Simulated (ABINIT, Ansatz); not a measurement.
Records of electronic-structure calculations.

## How the form of the self-energy moves the gap of SiC (F-43m)

The structure is cubic, space group F-43m (No. 216). The conventional cell has a = 4.358 Å, b = 4.358 Å, c = 4.358 Å, α = 90.00°, β = 90.00°, γ = 90.00°. Nearest to Si lie 4 C at 1.89 Å. Nearest to C lie 4 Si at 1.89 Å. Farther neighbours, and contacts between anions beyond the nearest, are not listed.

| Property | Result |
| --- | --- |
| method | RPA screening on PBE, plane waves, norm-conserving pseudopotentials (and 3 further levels or steps) |
| program | ABINIT 10.8.3 |
| settings | cutoff 37 Ha, PseudoDojo scalar-relativistic 0.4.1 standard, norm-conserving, potential set dojo-sr-pbe-0.4.1-standard, ngkpt (8, 8, 8), nband 157, ecuteps 10.4 Ha, gwcalctyp 2, nfreqre 16, nfreqim 8, inclvkb 2, freqremax 40 eV, spmeth 1, nomegasf 120, shiftk (0, 0, 0), symchi 1, awtr 1, frequency cd, 8×8×8 k-mesh |
| notes | The program’s warnings: Min real frequency set to default [Ha] = and nkpt*nsppol () is not a multiple of nproc spkpt (). The cell and positions come from the Crystallography Open Database and are kept as given unless a step says otherwise. |
| G0W0, Godby-Needs plasmon pole | 2.132 eV |
| G0W0, von der Linden-Horsch plasmon pole | 2.120 eV |
| G0W0, Engel-Farid plasmon pole | 2.292 eV |
| one-shot Hartree-Fock | 8.056 eV |
| G0W0, contour deformation | 2.197 eV |
| known limits | short of the basis limit |

G0W0, von der Linden-Horsch plasmon pole: −0.012 eV against G0W0, Godby-Needs plasmon pole. G0W0, Engel-Farid plasmon pole: +0.160 eV against G0W0, Godby-Needs plasmon pole.

[Paths, hosts, dates, memory and timing lines, banners, echoed tables and standing remarks are left out of the program output; an Ansatz launch command may be rebuilt from the run's recorded settings. Measured values are a selection of at most five: reports struck by readers or far from the other reports are left out. None is set beside runs whose start may be inverted or whose files or cutoffs have a known fault.]

[Runs of the session that timed out or met a known fault of the program may be left out.]

[Hosts, paths, dates, database ids (printed as entryN), source tags and the programs' standing remarks are cut or masked in the printed files.]

[G0W0 gaps are taken among the corrected bands and points alone; a level outside them can change the order at an edge.]

[Where Ansatz stands beside ABINIT at settings called matched, ABINIT's density can come from a denser mesh and the files from another edition; pairs whose starting gaps differed by over 0.03 eV were left out, so agreement reads better than it is.]
